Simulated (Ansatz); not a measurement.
**Cl on Hf(0001): change of the work function**

Aim: the work function of Hf(0001) at several coverages of Cl (fcc site), and the dipole that each adsorbate carries.

Method: plane-wave DFT, PBE, Ansatz PAW, in Ansatz 0.2.0.

### 1. The starting structure

The cell holds 4 atoms: 4 Hf. Its edges and angles: a = 3.200 Å, b = 3.200 Å, c = 25.594 Å, α = 90.0°, β = 90.0°, γ = 60.0°. Vacuum lies along c.

### 2. The clean slab

The bare slab comes first, as the zero from which every change is counted. The two lowest layers are held at bulk places and the upper ones relax. The dipole correction removes the false field that a one-sided slab makes across the periodic vacuum, so each face gets a flat vacuum level of its own.

File input.yaml:

```yaml
crystal:
  lattice:
    - [3.2, 0.0, 0.0]
    - [1.6, 2.7712812921, 0.0]
    - [0.0, 0.0, 25.5936]
  atoms:
    - { symbol: Hf, position: [0.6666666667, 0.6666666667, 0.3516504126] }
    - { symbol: Hf, position: [0.0, 0.0, 0.4505501375] }
    - { symbol: Hf, position: [0.6666666667, 0.6666666667, 0.5494498625] }
    - { symbol: Hf, position: [0.0, 0.0, 0.6483495874] }
kpoints:
  mp_grid: { grid: [12, 12, 1] }
hamiltonian:
  xc: pbe
scf:
  occupations: { method: fermi_dirac, width: 0.1 }
  convergence: { dr2_threshold: 1.0e-08 }
efield:
  axis: 3
  dipole_correction: true
  ramp_position: 0.97
  ramp_width: 0.06
relax:
  f_tol: 0.02
  max_steps: 60
  constraints: [{ sites: [0, 1] }]
output:
  write_potential: true
  write_density: true
  volumetric_format: npy
```

Command:

```console
> ansatz run input.yaml --threads 4 --pin off --max-ram 16384MiB --backend cpu --events-out ev --progress --plain --runs-dir out
```

Numbers of over 12 decimals in the logs are rounded to 6 here.

Log:

```text
Engine: ansatz 0.2.0, aarch64-unknown-linux-gnu
Pseudopotentials: kind: paw
Pseudopotential: Hf, paw, valence charge 26, recommended cutoff 420 eV (normal), Hf.paw.azcp
Functional definition: PBE
  parameter kappa = 0.804
  parameter beta = 0.066725
  exchange = pbe_x(kappa = kappa, mu = beta*pi^2/3)
  correlation = pbe_c(beta = beta)
Crystal: 4 atoms, lattice volume = 226.967 Å³
Basis set: ecut = 420 eV, 4501 PW (Γ), exchange–correlation on 48×48×360 points (8 copies of the dense FFT grid, shifted against one another)
Bands: 63, of which v1, the nominal top of the filled ones, is band 52 counted from 1 (51 counted from 0)
Symmetry: 6 space group operations
k-points: 19 of 144 (time reversal used)
Non-local potential: Hf, projectors of the file, l = 0: 3, l = 1: 2, l = 2: 2, l = 3: 3
PAW form: soft (Blöchl's): semilocal exchange-correlation on the pseudo side does not see the compensation charge
PAW one-centre angular grid: Hf, 590 points (default); XC on 64 Gauss nodes
Initial density: superposition of atomic densities (neutral atoms: chi_scale 0, normalization atom), corrected by the library's trained network
Initial wavefunctions: pseudopotential atomic-orbital guess
Functional: x = pbe(κ = 0.804, μ = 0.219515), c = pbe(β = 0.066725)
SCF iter   1: F=—  HF=-62883.574226 eV  |F-HF|=—  |Δ(HF+E_count)|=         —  Δρ=6.91e-3  dr2=2.48e0  ethr=1.77e-3  p=0.000 e·Å  D=2.71e-14 V/Å  ΔV_dip=-0.00 eV  dr2_dipole=5.24e-7  V_vac-E_F(+/−)=4.47/4.47 eV  ⟨swp⟩=5.7  Hψ=3956  notcnv=0
efield: sawtooth ramp at fractional position 0.9700 (set: `efield.ramp_position`, or a place that a band, a saddle search or an elastic batch's reference lends), width 0.0600; the density the first Hamiltonian is built on has a dipole p = 0.000 e·Å; the dipole correction subtracts the counter field D = 2.71e-14 V/Å, which shifts the + side's vacuum level by -0.00 eV against the − side's; the planar-averaged density in the ramp window peaks in size at 2.6e-5 e/Å³
preconditioner: auto → LDOS  [metal: Δε(μ)=0.011 eV  Ē_g=17.068 eV  σ=0.100 eV  W_gap=0.03  n_scr=60 (ndim 8)  ℏωp=24.1 eV  f_vac=0.553  D(μ)=6.26/eV (n_scr^D=18)  β→1.0]
SCF iter   2: F=—  HF=-62883.510512 eV  |F-HF|=—  |Δ(HF+E_count)|=   6.37e-2  Δρ=2.12e-3  dr2=5.30e-2  ethr=1.77e-3  p=-0.000 e·Å  D=-3.82e-6 V/Å  ΔV_dip=0.00 eV  dr2_dipole=6.74e-7  V_vac-E_F(+/−)=4.35/4.35 eV  ⟨swp⟩=2.1  Hψ=1531  notcnv=0  defer=7
SCF iter   3: F=—  HF=-62883.507732 eV  |F-HF|=—  |Δ(HF+E_count)|=   2.78e-3  Δρ=1.29e-3  dr2=1.82e-2  ethr=5.10e-5  p=0.000 e·Å  D=2.75e-6 V/Å  ΔV_dip=-0.00 eV  dr2_dipole=1.17e-7  V_vac-E_F(+/−)=4.38/4.38 eV  ⟨swp⟩=2.0  Hψ=2304  notcnv=0  defer=7
SCF iter   4: F=—  HF=-62883.506374 eV  |F-HF|=—  |Δ(HF+E_count)|=   1.36e-3  Δρ=3.13e-4  dr2=1.35e-3  ethr=1.75e-5  p=0.000 e·Å  D=1.63e-6 V/Å  ΔV_dip=-0.00 eV  dr2_dipole=2.59e-8  V_vac-E_F(+/−)=4.37/4.37 eV  ⟨swp⟩=1.8  Hψ=1505  notcnv=0  defer=7
SCF iter   5: F=—  HF=-62883.506585 eV  |F-HF|=—  |Δ(HF+E_count)|=   2.11e-4  Δρ=1.18e-4  dr2=3.29e-5  ethr=1.30e-6  p=0.000 e·Å  D=8.47e-7 V/Å  ΔV_dip=-0.00 eV  dr2_dipole=1.09e-8  V_vac-E_F(+/−)=4.36/4.36 eV  ⟨swp⟩=1.8  Hψ=1734  notcnv=0  defer=7
SCF iter   6: F=—  HF=-62883.506637 eV  |F-HF|=—  |Δ(HF+E_count)|=   5.19e-5  Δρ=4.63e-5  dr2=7.25e-6  ethr=3.16e-8  p=0.000 e·Å  D=5.79e-7 V/Å  ΔV_dip=-0.00 eV  dr2_dipole=1.52e-8  V_vac-E_F(+/−)=4.36/4.36 eV  ⟨swp⟩=2.2  Hψ=2138  notcnv=0  defer=7
SCF iter   7: F=—  HF=-62883.506507 eV  |F-HF|=—  |Δ(HF+E_count)|=   1.30e-4  Δρ=1.59e-5  dr2=7.02e-7  ethr=6.97e-9  p=0.000 e·Å  D=3.08e-7 V/Å  ΔV_dip=-0.00 eV  dr2_dipole=4.33e-9  V_vac-E_F(+/−)=4.36/4.36 eV  ⟨swp⟩=2.1  Hψ=2094  notcnv=0  defer=7
SCF iter   8: F=—  HF=-62883.506508 eV  |F-HF|=—  |Δ(HF+E_count)|=   1.20e-6  Δρ=6.71e-6  dr2=1.23e-7  ethr=6.75e-10  p=0.000 e·Å  D=2.18e-7 V/Å  ΔV_dip=-0.00 eV  dr2_dipole=8.53e-10  V_vac-E_F(+/−)=4.36/4.36 eV  ⟨swp⟩=2.1  Hψ=2101  notcnv=0  defer=7
SCF iter   9: F=—  HF=-62883.506508 eV  |F-HF|=—  |Δ(HF+E_count)|=   2.68e-7  Δρ=2.35e-6  dr2=1.92e-8  ethr=1.18e-10  p=0.000 e·Å  D=1.16e-7 V/Å  ΔV_dip=-0.00 eV  dr2_dipole=6.93e-14  V_vac-E_F(+/−)=4.36/4.36 eV  ⟨swp⟩=2.1  Hψ=2128  notcnv=0  defer=7
SCF iter  10: F=-62883.506508 eV  HF=-62883.506508 eV  |F-HF|=1.14e-8  |Δ(HF+E_count)|=   5.79e-8  Δρ=9.35e-7  dr2=3.60e-9  ethr=9.62e-12  p=0.000 e·Å  D=6.53e-8 V/Å  ΔV_dip=-0.00 eV  dr2_dipole=3.71e-14  V_vac-E_F(+/−)=4.36/4.36 eV  ⟨swp⟩=9.3  Hψ=8899  notcnv=0
SCF 1 converged in 10 iterations: F = -62883.506508 eV  dr2 = 3.60e-9
  greatest PAW one-centre occupation: 0.999 electrons in one spin orbital (limit 2), on the Hf atom at site 0 (counted from 0), in its partial waves of l = 0
relax step   1: F+E_penalty+E_count = -62883.50650814 eV  Δ(F+E_penalty+E_count) = +0.000e0 eV  max|allowed force component| = 8.192e-1 eV/Å  Δτ_max = 0.0000 Å  (10 SCF iters, accepted)
Initial density: handed on by an earlier stage of this run
Initial wavefunctions: those handed on with the density
SCF iter   1: F=—  HF=-62883.670937 eV  |F-HF|=—  |Δ(HF+E_count)|=         —  Δρ=9.48e-3  dr2=3.84e0  ethr=3.10e-3  p=0.000 e·Å  D=6.60e-8 V/Å  ΔV_dip=-0.00 eV  dr2_dipole=9.17e-1  V_vac-E_F(+/−)=4.38/4.38 eV  ⟨swp⟩=4.2  Hψ=2490  notcnv=0  defer=4
efield: sawtooth ramp at fractional position 0.9700 (set: `efield.ramp_position`, or a place that a band, a saddle search or an elastic batch's reference lends), width 0.0600; the density the first Hamiltonian is built on has a dipole p = 0.000 e·Å; the dipole correction subtracts the counter field D = 6.60e-8 V/Å, which shifts the + side's vacuum level by -0.00 eV against the − side's; the planar-averaged density in the ramp window peaks in size at 1.4e-7 e/Å³
preconditioner: auto → LDOS  [metal: Δε(μ)=0.008 eV  Ē_g=17.092 eV  σ=0.100 eV  W_gap=0.02  n_scr=60 (ndim 8)  ℏωp=24.1 eV  f_vac=0.557  D(μ)=5.33/eV (n_scr^D=16)  β→1.0]
SCF iter   2: F=—  HF=-62883.538296 eV  |F-HF|=—  |Δ(HF+E_count)|=   1.33e-1  Δρ=5.98e-3  dr2=4.50e-1  ethr=3.10e-3  p=0.009 e·Å  D=7.20e-3 V/Å  ΔV_dip=-0.18 eV  dr2_dipole=3.63e-2  V_vac-E_F(+/−)=4.18/4.36 eV  ⟨swp⟩=2.5  Hψ=1712  notcnv=0  defer=10
SCF iter   3: F=—  HF=-62883.508561 eV  |F-HF|=—  |Δ(HF+E_count)|=   2.97e-2  Δρ=2.78e-3  dr2=4.73e-2  ethr=4.33e-4  p=0.006 e·Å  D=4.46e-3 V/Å  ΔV_dip=-0.11 eV  dr2_dipole=3.42e-5  V_vac-E_F(+/−)=4.27/4.38 eV  ⟨swp⟩=3.0  Hψ=2355  notcnv=0  defer=10
[...]
SCF iter   7: F=—  HF=-62883.565817 eV  |F-HF|=—  |Δ(HF+E_count)|=   2.18e-6  Δρ=1.74e-5  dr2=7.22e-7  ethr=1.52e-8  p=0.002 e·Å  D=1.44e-3 V/Å  ΔV_dip=-0.04 eV  dr2_dipole=8.37e-8  V_vac-E_F(+/−)=4.34/4.38 eV  ⟨swp⟩=2.1  Hψ=2209  notcnv=0  defer=8
SCF iter   8: F=—  HF=-62883.565680 eV  |F-HF|=—  |Δ(HF+E_count)|=   1.37e-4  Δρ=6.75e-6  dr2=4.18e-7  ethr=6.94e-10  p=0.002 e·Å  D=1.36e-3 V/Å  ΔV_dip=-0.03 eV  dr2_dipole=1.31e-7  V_vac-E_F(+/−)=4.34/4.38 eV  ⟨swp⟩=2.2  Hψ=2159  notcnv=0  defer=8
SCF iter   9: F=—  HF=-62883.565680 eV  |F-HF|=—  |Δ(HF+E_count)|=   1.20e-7  Δρ=2.37e-6  dr2=6.97e-8  ethr=4.02e-10  p=0.002 e·Å  D=1.34e-3 V/Å  ΔV_dip=-0.03 eV  dr2_dipole=2.16e-8  V_vac-E_F(+/−)=4.34/4.38 eV  ⟨swp⟩=2.3  Hψ=1598  notcnv=0  defer=8
SCF iter  10: F=—  HF=-62883.565680 eV  |F-HF|=—  |Δ(HF+E_count)|=   2.58e-8  Δρ=9.36e-7  dr2=2.09e-8  ethr=6.70e-11  p=0.002 e·Å  D=1.33e-3 V/Å  ΔV_dip=-0.03 eV  dr2_dipole=7.64e-9  V_vac-E_F(+/−)=4.34/4.38 eV  ⟨swp⟩=2.1  Hψ=1661  notcnv=0  defer=8
SCF iter  11: F=-62883.565680 eV  HF=-62883.565680 eV  |F-HF|=6.62e-10  |Δ(HF+E_count)|=   3.39e-9  Δρ=3.51e-7  dr2=1.45e-9  ethr=9.62e-12  p=0.002 e·Å  D=1.32e-3 V/Å  ΔV_dip=-0.03 eV  dr2_dipole=2.40e-10  V_vac-E_F(+/−)=4.34/4.38 eV  ⟨swp⟩=9.8  Hψ=9095  notcnv=0
SCF 3 converged in 11 iterations: F = -62883.565680 eV  dr2 = 1.45e-9
relax step   3: F+E_penalty+E_count = -62883.56567999 eV  Δ(F+E_penalty+E_count) = -5.917e-2 eV  max|allowed force component| = 1.717e-1 eV/Å  Δτ_max = 0.0893 Å  (11 SCF iters, accepted)
[...]
relax step   4: F+E_penalty+E_count = -62883.56763627 eV  Δ(F+E_penalty+E_count) = -1.956e-3 eV  max|allowed force component| = 4.706e-2 eV/Å  Δτ_max = 0.0184 Å  (8 SCF iters, accepted)
SCF iter   1: F=—  HF=-62883.568121 eV  |F-HF|=—  |Δ(HF+E_count)|=         —  Δρ=3.45e-4  dr2=2.61e-3  ethr=5.67e-5  p=0.003 e·Å  D=2.04e-3 V/Å  ΔV_dip=-0.05 eV  dr2_dipole=3.65e-5  V_vac-E_F(+/−)=4.33/4.38 eV  ⟨swp⟩=2.0  Hψ=1658  notcnv=0  defer=9
efield: sawtooth ramp at fractional position 0.9700 (set: `efield.ramp_position`, or a place that a band, a saddle search or an elastic batch's reference lends), width 0.0600; the density the first Hamiltonian is built on has a dipole p = 0.003 e·Å; the dipole correction subtracts the counter field D = 2.04e-3 V/Å, which shifts the + side's vacuum level by -0.05 eV against the − side's; the planar-averaged density in the ramp window peaks in size at 1.6e-7 e/Å³
preconditioner: auto → LDOS  [metal: Δε(μ)=0.009 eV  Ē_g=17.042 eV  σ=0.100 eV  W_gap=0.02  n_scr=60 (ndim 8)  ℏωp=24.1 eV  f_vac=0.554  D(μ)=6.18/eV (n_scr^D=18)  β→1.0]
SCF iter   2: F=—  HF=-62883.567979 eV  |F-HF|=—  |Δ(HF+E_count)|=   1.42e-4  Δρ=1.79e-4  dr2=3.66e-4  ethr=2.51e-6  p=0.002 e·Å  D=1.74e-3 V/Å  ΔV_dip=-0.04 eV  dr2_dipole=1.22e-5  V_vac-E_F(+/−)=4.34/4.38 eV  ⟨swp⟩=2.0  Hψ=1515  notcnv=0  defer=9
SCF iter   3: F=—  HF=-62883.567967 eV  |F-HF|=—  |Δ(HF+E_count)|=   1.25e-5  Δρ=8.58e-5  dr2=3.95e-5  ethr=3.52e-7  p=0.002 e·Å  D=1.86e-3 V/Å  ΔV_dip=-0.05 eV  dr2_dipole=3.65e-8  V_vac-E_F(+/−)=4.33/4.38 eV  ⟨swp⟩=2.0  Hψ=2093  notcnv=0  defer=9
SCF iter   4: F=—  HF=-62883.567971 eV  |F-HF|=—  |Δ(HF+E_count)|=   4.31e-6  Δρ=2.41e-5  dr2=7.73e-6  ethr=3.79e-8  p=0.002 e·Å  D=1.84e-3 V/Å  ΔV_dip=-0.05 eV  dr2_dipole=2.66e-6  V_vac-E_F(+/−)=4.33/4.38 eV  ⟨swp⟩=2.0  Hψ=2095  notcnv=0  defer=9
SCF iter   5: F=—  HF=-62883.567835 eV  |F-HF|=—  |Δ(HF+E_count)|=   1.36e-4  Δρ=9.27e-6  dr2=2.80e-7  ethr=7.43e-9  p=0.002 e·Å  D=1.84e-3 V/Å  ΔV_dip=-0.05 eV  dr2_dipole=1.37e-9  V_vac-E_F(+/−)=4.33/4.38 eV  ⟨swp⟩=2.0  Hψ=1657  notcnv=0  defer=9
SCF iter   6: F=—  HF=-62883.567835 eV  |F-HF|=—  |Δ(HF+E_count)|=   7.87e-8  Δρ=3.23e-6  dr2=5.28e-8  ethr=2.69e-10  p=0.002 e·Å  D=1.85e-3 V/Å  ΔV_dip=-0.05 eV  dr2_dipole=4.35e-9  V_vac-E_F(+/−)=4.33/4.38 eV  ⟨swp⟩=2.0  Hψ=2116  notcnv=0  defer=9
SCF iter   7: F=—  HF=-62883.567835 eV  |F-HF|=—  |Δ(HF+E_count)|=   3.57e-8  Δρ=1.30e-6  dr2=1.03e-8  ethr=9.62e-12  p=0.002 e·Å  D=1.86e-3 V/Å  ΔV_dip=-0.05 eV  dr2_dipole=3.94e-10  V_vac-E_F(+/−)=4.33/4.38 eV  ⟨swp⟩=10.3  Hψ=9635  notcnv=0
SCF iter   8: F=-62883.567835 eV  HF=-62883.567835 eV  |F-HF|=5.09e-11  |Δ(HF+E_count)|=   6.89e-9  Δρ=5.25e-7  dr2=1.69e-9  ethr=9.62e-12  p=0.002 e·Å  D=1.86e-3 V/Å  ΔV_dip=-0.05 eV  dr2_dipole=5.32e-10  V_vac-E_F(+/−)=4.33/4.38 eV  ⟨swp⟩=9.7  Hψ=8498  notcnv=0
SCF 5 converged in 8 iterations: F = -62883.567835 eV  dr2 = 1.69e-9
relax step   5: F+E_penalty+E_count = -62883.56783470 eV  Δ(F+E_penalty+E_count) = -1.984e-4 eV  max|allowed force component| = 1.704e-3 eV/Å  Δτ_max = 0.0094 Å  (8 SCF iters, accepted)
NSCF: frozen V_eff on 19 k-points
the band table was solved once a step of the walk had ended and its energy, with any forces and stress, was formed, with the checks that follow a solve (5245 applications of the Hamiltonian). They found nothing against the state; the energy, forces and stress were not computed again (output.eigenvalues in the input reference)
WARN: The output density's exchange-correlation potential varies sharply where the density is thin. Do not read a vacuum level from v_tot or v_xc, or from such a field of the output density. On a cell that repeats whose density bears no net charge and no dipole along the vacuum's axis use v_es (v_loc + v_h of the components); under efield.dipole_correction with no amplitude use v_es + v_field, which holds any externa [...]
SCF converged after 8 iterations
Free energy (F): -62883.567835 eV
Harris-Foulkes:  -62883.567835 eV  (|F-HF|=5.09e-11)
Internal energy: -62883.372085 eV  (E = F + TS)
E sigma→0 (E₀):  -62883.469960 eV
Entropy (-TS):   -0.195750 eV (-48.937 meV/atom)
Fermi energy:    5.322127 eV
Dipole field:    D = 0.001891 V/Å  (p = 0.002372 e·Å, saw-weighted, corrected)
Work function:   Φ+ = 4.3323 eV   Φ− = 4.3807 eV
Levels:          The Fermi level and band energies are counted from a zero that moves with the ramp; work functions are not
--- Per-component energies (eV) ---
  E_band       = -1375.554868
  E_kinetic    = 1692.852933
  E_local      = -198039.683772  (includes V_loc(G=0)·N_el)
  E_nonlocal   = -4977.793772
  E_hartree    = 97660.541322
  E_xc         = -1197.750381
  E_vxc        = -1061.044369  (∫ρ·V_xc dr)
  E_paw        = -27710.418735  (= ΣΔE_a)
  E_vpaw       = 5689.037659  (= ΣTr[D̂ρ^β])
  E_aug_tail   = -0.000005  (compensation charges beyond the density's cutoff)
  E_efield     = 0.000002  (sawtooth field / dipole correction)
  E_vefield    = -0.003193  (∫n·V_field dr)
  E_ewald      = 69688.880323
  E_smearing   = -0.195750  (= −TS)
  E_closure    = -0.000000  (closes the sum)
  Σ components = -62883.567835   (vs F -62883.567835, Δ=0.00e0)
--- Forces (eV/Å), atoms counted from 1 ---
  atom   1  Hf    -0.00000000     0.00000000     0.66028476
  atom   2  Hf     0.00000000    -0.00000000    -0.65727949
  atom   3  Hf    -0.00000000     0.00000000    -0.00130238
  atom   4  Hf     0.00000000    -0.00000000    -0.00170409
  max |Σ_I F_I| component: 1.19e-6 eV/Å
--- Band table (eV; the first three rows and the last of 19) ---
  k-point 0: bands = [... 48 lower, 5.0697, 5.3423, 5.7534, 6.0479, 6.3967, 6.3967, 6.4979, 6.4979, ... 7 higher]
  k-point 1: bands = [... 48 lower, 4.9871, 5.2870, 5.5948, 5.9285, 6.2135, 6.2357, 6.5548, 6.5574, ... 7 higher]
  k-point 2: bands = [... 48 lower, 4.6880, 4.9972, 5.1933, 5.5914, 5.7265, 5.9912, 6.3752, 6.6642, ... 7 higher]
  k-point 18: bands = [... 48 lower, 4.0352, 4.2042, 4.2896, 5.2805, 5.3081, 5.4817, 5.5196, 5.7372, ... 7 higher]
--- Relaxed structure (5 steps of the walk, 4 accepted, 0 SCFs on fresh bases) ---
  F+E_penalty+E_count = -62883.56783470 eV   max|allowed force component| = 1.704e-3 eV/Å
  atoms:
    - { symbol: Hf, position: [0.666667, 0.666667, 0.3516504126] }
    - { symbol: Hf, position: [0.0, 0.0, 0.4505501375] }
    - { symbol: Hf, position: [0.666667, 0.666667, 0.553686] }
    - { symbol: Hf, position: [0, 0, 0.646654] }
```

Run time: 35 s. Hardware: 4 threads of Arm Neoverse V1, shared host; peak memory 0.71 GiB; 2.3 min of CPU time.

Relaxation path:

```
step  energy less that of the first step (eV)  largest force component (eV/Å)
   1                                   0.0000                          0.8192
   2                                   0.0064                          1.1135
   3                                  -0.0592                          0.1717
   4                                  -0.0611                          0.0471
   5                                  -0.0613                          0.0017
```

Relaxation step 2 was tried and not accepted.

Forces are held to the 6 operations that the run works with; a distortion that breaks them can't arise in this run.

The atoms that moved most (Å):

| atom | dx | dy | dz | length |
| --- | --- | --- | --- | --- |
| Hf3 | 0.000 | 0.000 | 0.108 | 0.108 |
| Hf4 | 0.000 | 0.000 | -0.043 | 0.043 |

Final coordinates:

```xyz
4
Lattice="3.2000 0.0000 0.0000 1.6000 2.7713 0.0000 0.0000 0.0000 25.5936" Properties=species:S:1:pos:R:3
Hf    3.2000    1.8475    9.0000
Hf    0.0000    0.0000   11.5312
Hf    3.2000    1.8475   14.1708
Hf    0.0000    0.0000   16.5502
```

Numbers from this step:

* energy at zero smearing: -62883.4700 eV
* work function, upper face: 4.332 eV
* work function, lower face: 4.381 eV
* dipole along the normal: 0.002372 e·Å
* step between the vacuum levels: -0.04841 eV

Running mean over 2.5312 Å of the planar mean; the ramp of the sawtooth is left out. Electron's electrostatic potential energy less the Fermi level against z:

```
z (Å)  electron's electrostatic potential energy less the Fermi level (eV)
    3                                                                 4.38
    4                                                                 4.38
    5                                                                 4.35
    6                                                                 4.13
    7                                                                 2.31
    8                                                                -4.04
    9                                                                -7.41
   10                                                                -7.30
   11                                                                -7.26
   12                                                                -7.07
   13                                                                -6.68
   14                                                                -7.23
   15                                                                -8.07
   16                                                                -7.96
   17                                                                -6.75
   18                                                               -0.937
   19                                                                 3.51
   20                                                                 4.24
   21                                                                 4.32
   22                                                                 4.33
```

The relaxation took 5 steps and lowered the energy by 0.061 eV; the largest force on the free atoms ends at 0.0017 eV/Å.

The work function of the upper face is 4.33 eV.

(Part 1 of 4 ends here.)

[Logs are printed without paths, hosts, clocks, repeated set-up lines and the standing remarks that a program may print on its own settings, such as how far it seeks lower states.]

[Hosts, paths, dates, database ids (printed as entryN), source tags and the programs' standing remarks are cut or masked in the printed files.]

[Maps of the electrostatic potential energy from Ansatz leave out the sawtooth potential of an applied field or a dipole correction, so their vacuum need not be flat; planar profiles and work functions include it.]
